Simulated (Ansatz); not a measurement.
# Phonons of Pd-Ti stack of (100) layers, part 2 of 2

The plan: relax Pd-Ti stack of (100) layers, check its phonons, and, if the lattice is stable, compute its Eliashberg function and ρ(T).

Ansatz 0.2.0; DFT LDA, scalar-relativistic, plane waves, PAW; PAW set soft_1.

So far: The structure; Rough relaxation; Relaxing cell and atoms.

## 4. Tight relaxation

Residual forces and stress shift phonon frequencies, so the cell is relaxed again, with tight thresholds and the mesh and smearing of this input.

input.yaml reads:

```yaml
crystal:
  lattice:
    - [2.635370423, 0.0, 0.0]
    - [0.0, 2.635370423, 0.0]
    - [0.0, 0.0, 27.9332573082]
  atoms:
    - { symbol: Pd, position: [0.0, 0.0, 0.2000939697] }
    - { symbol: Ti, position: [0.5, 0.5, 0.2676864204] }
  periodic: [true, true, false]
kpoints:
  mp_grid: { grid: [12, 12, 1] }
hamiltonian:
  xc: lda
  pseudopotentials: { kind: paw, azcp: { folder: soft_1 }, xc_functional: pbe }
scf:
  occupations: { method: methfessel_paxton, width: 0.2 }
output:
  forces: true
  stress: true
  eigenvalues: true
relax:
  adjacent_minimum: "off"
  f_tol: 0.001
  max_steps: 60
  cell: { stress_2d_tol: 0.002 }
```

On the command line:

```bash
$ ansatz run input.yaml --threads 4 --pin off --max-ram 12288MiB --backend cpu --events-out ev --progress --plain --runs-dir out
```

Numbers of over 12 decimals in the logs are rounded to 6 here.

The log of the run:

```text
[the first part of the log is left out]
  E_xc         = -252.798250
  E_vxc        = -319.872201  (∫ρ·V_xc dr)
  E_paw        = -4678.073816  (= ΣΔE_a)
  E_vpaw       = -606.047173  (= ΣTr[D̂ρ^β])
  E_aug_tail   = 0.000107  (compensation charges beyond the density's cutoff)
  E_ewald      = 30666.214636
  E_core_change = 1.006685  (= ΣΔE_core)
  E_smearing   = 0.001939  (= −TS)
  E_closure    = 0.000000  (closes the sum)
  Σ components = -9293.749616   (vs F -9293.749616, Δ=0.00e0)
--- Forces (eV/Å), atoms counted from 1 ---
[...]
--- 2D stress c σ (N/m, compression-positive) ---
        0.000417       0.000000       0.000000
        0.000000       0.000417       0.000000
        0.000000       0.000000       0.000000
  P = ½ c Tr σ = 0.0004 N/m
--- Band table (eV; the first three rows and the last of 28) ---
[...]
--- Relaxed structure (5 steps of the walk, 5 accepted, 1 SCFs on fresh bases) ---
[...]
cell:  # Å, volume = 193.4551 Å³
    - [2.631657, 0.0, 0]
    - [0.0, 2.631657, 0.0]
    - [0, 0.0, 27.9332573082]
  atoms:
    - { symbol: Pd, position: [0, 0.0, 0.199968] }
    - { symbol: Ti, position: [0.5, 0.5, 0.267812] }
```

Elapsed: 23 s, on 4 threads of Arm Neoverse V1, shared host; peak memory 0.48 GiB; 85 s of CPU time.

Relaxation path:

| step | energy less that of the first step (eV) | largest force component (eV/Å) | volume (Å³) |
| --- | --- | --- | --- |
| 1 | 0.0000 | 0.0201 | 194.00 |
| 2 | -0.0001 | 0.0044 | 193.75 |
| 3 | -0.0001 | 0.0060 | 193.36 |
| 4 | -0.0001 | 0.0018 | 193.45 |
| 5 | -0.0001 | 0.0000 | 193.46 |
| 6 | -0.0001 | 0.0000 | 193.46 |

The log counts 1 steps on a newly chosen plane-wave basis, not all of them marked here; energy and pressure can jump at such steps.

| cell as run | before | after | change |
| --- | --- | --- | --- |
| a (Å) | 2.635 | 2.632 | -0.1 % |
| b (Å) | 2.635 | 2.632 | -0.1 % |

The relaxed structure:

```xyz
2
Lattice="2.6317 0.0000 0.0000 0.0000 2.6317 0.0000 0.0000 0.0000 27.9333" Properties=species:S:1:pos:R:3
Pd    0.0000    0.0000    5.5858
Ti    1.3158    1.3158    7.4809
```

## 5. Phonons: q 2×2×1, k 6×6×1

Couplings are defined for a stable lattice alone, so phonons come first.

input.yaml, the sections that differ from step 4:

```yaml
crystal:
  lattice:
    - [2.6316569374, 0.0, 0.0]
    - [0.0, 2.6316569374, 0.0]
    - [0.0, 0.0, 27.9332573082]
  atoms:
    - { symbol: Pd, position: [0.0, 0.0, 0.1999681324] }
    - { symbol: Ti, position: [0.5, 0.5, 0.2678122577] }
  periodic: [true, true, false]
kpoints:
  mp_grid: { grid: [6, 6, 1] }
output:
  eigenvalues: true
phonons:
  method: dfpt
  qmesh: [2, 2, 1]
  temperatures: { t_max: 1000, t_step: 50 }
  qpath:
    path: [[0.0, 0.0, 0.0], [0.0, 0.5, 0.0], [0.5, 0.5, 0.0], [0.0, 0.0, 0.0]]
    npoints: 10
# hamiltonian, scf: as in step 4
# relax: removed
```

The log of the run:

```text
[...]
Crystal: 2 atoms, lattice volume = 193.455 Å³
Basis set: ecut = 420 eV, 3817 PW (Γ), exchange–correlation on 36×36×384 points (8 copies of the dense FFT grid, shifted against one another)
Bands: 19, of which v1, the nominal top of the filled ones, is band 15 counted from 1 (14 counted from 0)
Symmetry: 8 space group operations
k-points: 10 of 36
[...]
SCF iter   1: F=—  HF=-9303.349590 eV  |F-HF|=—  |Δ(HF+E_count)|=         —  Δρ=1.98e-1  dr2=3.46e2  ethr=3.10e-3  ⟨swp⟩=11.4  Hψ=1517  notcnv=0
[...]
SCF iter   2: F=—  HF=-9308.432952 eV  |F-HF|=—  |Δ(HF+E_count)|=    5.08e0  S|Δr|=    0.00e0  Δρ=1.62e-1  dr2=9.46e1  ethr=3.10e-3  ⟨swp⟩=10.6  Hψ=2460  notcnv=0
automatic band count: the SCF goes on with 23 bands, as 19 were too few: they end inside the smearing window of the response
SCF iter   3: F=—  HF=-9300.617653 eV  |F-HF|=—  |Δ(HF+E_count)|=    7.82e0  S|Δr|=    0.00e0  Δρ=1.03e-1  dr2=6.72e1  ethr=3.10e-3  ⟨swp⟩=4.8  Hψ=714  notcnv=0  defer=23
[...]
SCF iter  20: F=-9293.804441 eV  HF=-9293.804441 eV  |F-HF|=4.80e-10  |Δ(HF+E_count)|=   1.35e-9  S|Δr|=    0.00e0  Δρ=2.99e-8  dr2=6.51e-13  ethr=1.00e-12  ⟨swp⟩=27.2  Hψ=2212  notcnv=0
SCF 1 converged in 20 iterations: F = -9293.804441 eV  dr2 = 6.51e-13
[...]
phonons: the bands overlap, so this run is a metal and interpolates without the dipole-dipole term. If the crystal is really an insulator or semiconductor, its LO-TO splitting is missing
NSCF: frozen V_eff on 10 k-points
WARN: eigensolver did not converge (k=2): 1 band(s) unlocked after 2 eigensolves, warm-restarted (20 sweeps on the last) at ethr=1.82e-12 eV (storage-precision floor; scheduled 1.00e-12 eV) (lowest unlocked band 22, counted from 0; max residual 4.64e-6 eV among the unlocked bands, 4.64e-6 eV over every band; other slots of this pass that fall short are told together in one closing line; warning suppressed until the next SCF loop or pass starts)
WARN: eigensolver did not converge in 5 slots of this pass, the one above among them; of largest residual over every band (k=3): 1 band(s) unlocked (lowest unlocked band 22, counted from 0; max residual 4.86e-5 eV among the unlocked bands, 4.86e-5 eV over every band); of lowest unlocked band (k=2): band 22
[...]
DFPT response loops at q = (0, 0, 0) (fractional): preconditioner auto → none (partly filled bands, converged f_vac=0.775); β = 0.50; Broyden in place of MSR1
[...]
SCF converged after 20 iterations
Stability not checked: this state was not tested for a lower state beside it, because cold or Methfessel-Paxton smearing, or corrected tetrahedra, fill the levels in a way that the test cannot read (fill_not_monotonic; see scf.lower_state_search)
Free energy (F): -9293.804441 eV
[...]
Internal energy: -9293.804939 eV  (E = F + TS)
E sigma→0 (E₀):  -9293.804565 eV
Entropy (-TS):   0.000498 eV (0.249 meV/atom)
Fermi energy:    -4.762610 eV
[...]
--- Band table (eV; the first three rows and the last of 10) ---
  k-point 0: bands = [... 11 lower, -6.5138, -6.5138, -6.1387, -5.8345, -5.4322, -4.7481, -3.0577, -1.9774 (-1.9774°), ... 4 higher]
  k-point 1: bands = [... 11 lower, -7.3721, -6.4618, -5.8724, -5.6697, -5.3551, -4.4944, -3.3901, -1.9003, ... 4 higher]
  k-point 2: bands = [... 11 lower, -6.7886, -6.6750, -6.3302, -5.4855, -4.8716, -3.4388, -2.6171, -2.2641, ... 4 higher]
  k-point 9: bands = [... 11 lower, -8.3049, -5.0490, -4.2827, -4.0590, -4.0590, -2.2072, 0.1291, 1.1494, ... 4 higher]
  ° read free of the cell's end (the report's vacuum.weakly_bound_levels)
--- Phonons (Γ-DFPT): 4 representative perturbations + reference (Σ response iterations 22) ---
  ASR residual: 1.541e-5 → 0.000e0 eV/Å²; symmetrization residual: 1.984e-5 eV/Å²
  ASR residual per site (eV/Å²): 1.07e-5 1.54e-5
  Γ frequencies (cm⁻¹): 0.00 0.00 0.00 116.17 116.17 253.63
--- Phonons (arbitrary-q DFPT): 3 irreducible q on the 2×2×1 mesh ---
  q = [0.0000, 0.0000, 0.0000] (star 1, of the zone-centre solve; hermiticity 5.08e-6, symmetrization 2.62e-12): -0.00 0.00 0.00 116.17 116.17 253.63
  q = [0.0000, -0.5000, 0.0000] (star 2, 6 solved perturbations on 16 of 36 k-point pairs; hermiticity 3.18e-6, symmetrization 2.27e-9): -58.58 70.71 123.87 132.86 241.00 281.68
  q = [-0.5000, -0.5000, 0.0000] (star 1, 4 solved perturbations in 52 linear systems a pass and spin channel, the states on 16 of 36 k-point pairs; hermiticity 2.87e-7, symmetrization 1.84e-9): 107.15 130.32 229.10 229.10 306.23 306.23
  sum rule: each row above includes the acoustic sum rule's correction from the zone centre's row sums; it moved no ω² by more than (0.30 cm⁻¹)²
  mesh force constants: q→R imaginary residual 9.37e-18; ASR residual 1.541e-5 → 0.000e0 eV/Å²; symmetrization residual 4.441e-15 eV/Å²
  interpolated dispersion: 31 rows × 6 modes
  density of states and harmonic sums: on the 24×24×1 q-mesh, interpolated from the force constants of a 2×2×1 supercell (no non-analytic term)
  largest difference from the sums on the solved wave vectors: F 1.90e-1 eV, S 2.78e-4 and C_V 8.79e-5 eV/K
  zero-point energy: 0.059381 eV/cell   skipped modes (ω ≤ 0): 29, of them read as no rigid motion or as one in doubt: 26 (2.257e-1 modes/cell left out, lowest -58.58 cm⁻¹)   left out of the sums: 3.85e-2 of the cell's modes: C_V's classical limit lies that fraction below 3 k_B per atom; for a crystal, a wire or a layer, F and S can be off by more, and a phonons.interpolated_qmesh denser along its periods is the remedy for the sampling
```

Wall time 33 s (4 threads); peak memory 0.65 GiB; 2.1 min of CPU time.

The column dr2 measures how far the density is from self-consistency, as an energy; F and HF (Harris–Foulkes) agree once it is small.

Numbers from this step:

```yaml
share_of_imaginary_modes_in_the_plain_interpolation_between_solved_wavevectors: 0.0393
highest_frequency_solved_or_plainly_interpolated: 306.2 cm⁻¹
```

Solved on the 2×2×1 mesh alone; all other wavevectors are interpolated. Phonon branches along the path, in cm⁻¹:

| point | branch 1 | branch 2 | branch 3 | branch 4 | branch 5 | branch 6 |
| --- | --- | --- | --- | --- | --- | --- |
| Γ | 0 | 0 | 0 | 116 | 116 | 254 |
| halfway | -27 | 46 | 91 | 158 | 212 | 228 |
| X | -59 | 71 | 124 | 133 | 241 | 282 |
| halfway | 116 | 132 | 170 | 211 | 237 | 294 |
| M | 107 | 130 | 229 | 229 | 306 | 306 |
| halfway | 64 | 157 | 165 | 199 | 214 | 219 |
| Γ | 0 | 0 | 0 | 116 | 116 | 254 |

The phonon branches as a text plot (rows in cm⁻¹):

```
    299 |                        ************
    283 |              **********     *      ***
    268 |            **             **          **
    253 |****       *             **                          ***
    238 |    ***  ** *****************            **     *****
    223 |       *****                 **********    *****
    207 |       **               *  **          *******
    192 |      *                  **              *****
    177 |         ***          ***                     **
    162 |    ** **   **                           *****  **
    147 |  **          **      **               **         ***
    131 |      *         ***********************       **  ***
    116 |****          ** *************                       ***
    101 |    ***     **     **         ***********       **
     86 |       *****     **                      **
     71 |  **       ******  **                      ***    ***
     55 |         **
     40 | *     **                                     **     **
     25 |      *                                         **
     10 |    **
     -5 |******                                                 *
    -21 |      ***                                         *****
    -36 |         **      **
    -51 |           ******
         Γ               X               M                      Γ
```

Lowest modes at the softest wavevector of the mesh. Modes at q = (0.000, 0.500, 0.000), with each element's share of the kinetic energy (negative means imaginary):

| mode | frequency (cm⁻¹) | Pd % | Ti % |
| --- | --- | --- | --- |
| 1 | -58.6 | 0 | 100 |
| 2 | 70.7 | 100 | 0 |
| 3 | 123.9 | 11 | 89 |
| 4 | 132.9 | 96 | 4 |
| 5 | 241.0 | 89 | 11 |
| 6 | 281.7 | 4 | 96 |

Displacements in mode 1 (-58.6 cm⁻¹), the largest set to 1, in the home cell:
```
Pd1 0.00 0.00 0.00
Ti2 1.00 0.00 0.00
```

Displacements in mode 4 (132.9 cm⁻¹), the largest set to 1, in the home cell:
```
Pd1 0.00 0.00 1.00
Ti2 0.00 0.30 0.00
```

Among the solved wavevectors the lowest mode, translations apart, is -58.6 cm⁻¹, imaginary.

## 6. Phonons: q 3×3×1, k 9×9×1

An imaginary mode on so few k-points may come from the sampling, so the phonons are repeated with another q and k mesh.

Changes to input.yaml since step 5:

```diff
@@ -10,3 +10,3 @@
 kpoints:
-  mp_grid: { grid: [6, 6, 1] }
+  mp_grid: { grid: [9, 9, 1] }
 hamiltonian:
@@ -20,3 +20,3 @@
   method: dfpt
-  qmesh: [2, 2, 1]
+  qmesh: [3, 3, 1]
   temperatures: { t_max: 1000, t_step: 50 }
```

The log of the run:

```text
[...]
Crystal: 2 atoms, lattice volume = 193.455 Å³
Basis set: ecut = 420 eV, 3817 PW (Γ), exchange–correlation on 36×36×384 points (8 copies of the dense FFT grid, shifted against one another)
Bands: 19, of which v1, the nominal top of the filled ones, is band 15 counted from 1 (14 counted from 0)
Symmetry: 8 space group operations
k-points: 15 of 81
[...]
SCF iter   1: F=—  HF=-9303.326587 eV  |F-HF|=—  |Δ(HF+E_count)|=         —  Δρ=1.95e-1  dr2=3.33e2  ethr=3.10e-3  ⟨swp⟩=11.1  Hψ=2293  notcnv=0
[...]
SCF iter  17: F=-9293.759830 eV  HF=-9293.759830 eV  |F-HF|=2.55e-10  |Δ(HF+E_count)|=   2.72e-9  S|Δr|=    0.00e0  Δρ=3.12e-8  dr2=2.34e-12  ethr=1.00e-12  ⟨swp⟩=12.6  Hψ=2229  notcnv=0
SCF 1 converged in 17 iterations: F = -9293.759830 eV  dr2 = 2.34e-12
[...]
SCF converged after 17 iterations
[...]
Free energy (F): -9293.759830 eV
[...]
Internal energy: -9293.757001 eV  (E = F + TS)
E sigma→0 (E₀):  -9293.759123 eV
Entropy (-TS):   -0.002829 eV (-1.414 meV/atom)
Fermi energy:    -4.750055 eV
[...]
--- Band table (eV; the first three rows and the last of 15) ---
  k-point 0: bands = [... 11 lower, -6.4999, -6.4999, -6.1154, -5.7642, -5.4249, -4.7295, -3.0372, -1.9419]
  k-point 1: bands = [... 11 lower, -7.0108, -6.4744, -5.8156, -5.6378, -5.5178, -4.6071, -3.2769, -1.9009]
  k-point 2: bands = [... 11 lower, -7.6148, -6.4242, -6.1197, -5.5382, -5.0436, -4.2616, -3.2708, -1.8433]
  k-point 14: bands = [... 11 lower, -8.1830, -5.0354, -4.7562, -4.1365, -3.7889, -2.2506, -0.3865, 0.4343]
[...]
ASR residual: 5.221e-5 → 0.000e0 eV/Å²; symmetrization residual: 2.349e-5 eV/Å²
  ASR residual per site (eV/Å²): 5.22e-5 1.82e-5
  Γ frequencies (cm⁻¹): 0.00 0.00 0.00 108.18 108.18 232.74
--- Phonons (arbitrary-q DFPT): 3 irreducible q on the 3×3×1 mesh ---
[...]
interpolated dispersion: 31 rows × 6 modes
[...]
```

Wall time 74 s (4 threads); peak memory 0.99 GiB; 4.8 min of CPU time.

Numbers from this step:

| Quantity | Value |
| --- | --- |
| share of imaginary modes in the plain interpolation between solved wavevectors | 0.0544 |
| highest frequency, solved or plainly interpolated | 263.5 cm⁻¹ |

Solved on the 3×3×1 mesh alone; all other wavevectors are interpolated. Phonon branches along the path, in cm⁻¹:

| point | branch 1 | branch 2 | branch 3 | branch 4 | branch 5 | branch 6 |
| --- | --- | --- | --- | --- | --- | --- |
| Γ | 0 | 0 | 0 | 108 | 108 | 233 |
| halfway | -35 | 58 | 88 | 136 | 176 | 247 |
| X | 25 | 25 | 120 | 147 | 240 | 259 |
| halfway | 78 | 116 | 156 | 194 | 244 | 261 |
| M | 102 | 114 | 216 | 216 | 264 | 264 |
| halfway | 47 | 111 | 154 | 164 | 189 | 253 |
| Γ | 0 | 0 | 0 | 108 | 108 | 233 |

The phonon branches as a text plot (rows in cm⁻¹):

```
    257 |         *************************************
    245 |      ***       ***********         ***       ****
    232 |******      ****                       **         ******
    220 |                             *******
    207 |           *             *****      ***  **
    195 |         **             *  **          **  ***
    182 |                      ** **              **
    170 |       **            *                   *******
    157 |      *     **     **   *                  ***
    145 |         ***  *****                           ****
    132 |    ** **             **                      ****
    120 |  **  *       *****************************       ***
    107 |******      **       *        ****         *****     ***
     94 |    ***    *               ***    *****         **
     82 |       ****             ***            **
     69 |  **     ***       ** **                 **       ***
     57 |       **   **       *
     44 | *    *       ** ****                      ***       **
     32 |                 **                                  **
     19 |    **          *                             **
      7 |
     -6 |**                                                     *
    -18 |  **          **
    -31 | *  **********                                  *******
         Γ               X               M                      Γ
```

Lowest modes at the softest wavevector of the mesh. Modes at q = (-0.333, 0.000, 0.000), with each element's share of the kinetic energy (negative means imaginary):

| mode | frequency (cm⁻¹) | Pd % | Ti % |
| --- | --- | --- | --- |
| 1 | -36.8 | 58 | 42 |
| 2 | 72.2 | 42 | 58 |
| 3 | 85.7 | 68 | 32 |
| 4 | 149.4 | 42 | 58 |
| 5 | 207.0 | 70 | 30 |
| 6 | 254.5 | 20 | 80 |

Displacements in mode 1 (-36.8 cm⁻¹), the largest set to 1, in the home cell (x, y, z of the real part, then of the imaginary part):
```
Pd1  0.00  0.60  0.00  0.00  0.52  0.00
Ti2  0.00  0.94  0.00  0.00 -0.33  0.00
```

Displacements in mode 3 (85.7 cm⁻¹), the largest set to 1, in the home cell (x, y, z of the real part, then of the imaginary part):
```
Pd1  0.11  0.00  0.81 -0.17  0.00  0.52
Ti2  0.04  0.00  0.89  0.07  0.00 -0.45
```

The modes has structure finer than the step of the table below, so its rows give means over 10 cm⁻¹, whole bins alone (the curve runs from -47 to 281 cm⁻¹). Peaks (cm⁻¹: height): Pd 70.7: 0.0161, 114.1: 0.0742, 151.3: 0.025, 171.9: 0.0208, 190.5: 0.0208, 209.1: 0.0175, 240.1: 0.0177; Ti -30.5: 0.00924, 114.1: 0.0148, 151.3: 0.0210, 260.7: 0.0691.

Phonopy on the run's constants, 21x21x1 mesh, Gaussian sigma 2.3 cm⁻¹. Table of modes by wavenumber; means over each step; values in 1/cm⁻¹/cell:

| wavenumber (cm⁻¹) | Pd | Ti |
| --- | --- | --- |
| -40 | 0.00268 | 0.00207 |
| -30 | 0.00974 | 0.00806 |
| -20 | 0.00438 | 0.00415 |
| -10 | 9.1e-4 | 5.6e-4 |
| 0 | 7.5e-4 | 5.6e-4 |
| 10 | 0.00280 | 0.00366 |
| 20 | 0.00105 | 0.00191 |
| 30 | 0.00340 | 0.00581 |
| 40 | 0.00637 | 0.00779 |
| 50 | 0.00465 | 0.00806 |
| 60 | 0.00454 | 0.00949 |
| 70 | 0.0126 | 0.0127 |
| 80 | 0.00679 | 0.0105 |
| 90 | 0.0101 | 0.0128 |
| 100 | 0.0171 | 0.0129 |
| 110 | 0.0389 | 0.0136 |
| 120 | 0.0289 | 0.00777 |
| 130 | 0.0118 | 0.00483 |
| 140 | 0.00577 | 0.00565 |
| 150 | 0.0169 | 0.0152 |
| 160 | 0.00713 | 0.00953 |
| 170 | 0.0130 | 0.00834 |
| 180 | 0.00581 | 0.00560 |
| 190 | 0.0140 | 0.00768 |
| 200 | 0.00951 | 0.00509 |
| 210 | 0.0149 | 0.00670 |
| 220 | 0.00789 | 0.00462 |
| 230 | 0.00762 | 0.00757 |
| 240 | 0.0149 | 0.0187 |
| 250 | 0.00715 | 0.0245 |
| 260 | 0.00762 | 0.0509 |
| 270 | 3.4e-4 | 0.00278 |

No LO-TO term; unit eigenvectors of the mass-weighted matrix. Modes at Γ, with each element's share of the kinetic energy:

| mode | frequency (cm⁻¹) | symmetry | Pd % | Ti % |
| --- | --- | --- | --- | --- |
| 1 | 0.0 | unnamed | 69 | 31 |
| 2 | 0.0 | unnamed | 69 | 31 |
| 3 | 0.0 | unnamed | 69 | 31 |
| 4 | 108.2 | E | 31 | 69 |
| 5 | 108.2 | E | 31 | 69 |
| 6 | 232.7 | A1 | 31 | 69 |

Displacements in mode 4 (108.2 cm⁻¹), the largest set to 1:
```
Pd1 -0.45  0.03  0.00
Ti2  1.00 -0.07  0.00
```

Displacements in mode 6 (232.7 cm⁻¹), the largest set to 1:
```
Pd1  0.00  0.00 -0.45
Ti2  0.00  0.00  1.00
```

Among the solved wavevectors the lowest mode, translations apart, is -36.8 cm⁻¹, imaginary.

## 7. Summary of results

```
phonon run of the rows without a label of their own : LDA, q 3×3×1, k 9×9×1
softest mode on the q mesh                          : -36.8 cm⁻¹ at q = (-0.333, 0, 0)
highest frequency, solved or plainly interpolated   : 264 cm⁻¹
```

In words: The lattice is dynamically unstable at this level: a mode at q = (-0.333, 0, 0) is imaginary, 36.8i cm⁻¹, so no harmonic coupling constant or resistivity is defined for this structure. These meshes are coarse, and single modes of a metal can move by tens of cm⁻¹ with the k mesh. The coarser mesh found an imaginary mode at another wavevector, which this mesh lacks. The phonon runs are not spin-polarised. The PAW files were made for PBE; under other functionals the run regenerates their frozen core. The structure was built by hand as an ordered model, and its stability against other phases was not tested.

[Logs are printed without paths, hosts, clocks, repeated set-up lines and the standing remarks that a program may print on its own settings, such as how far it seeks lower states.]

[Hosts, paths, dates, database ids (printed as entryN), source tags and the programs' standing remarks are cut or masked in the printed files.]
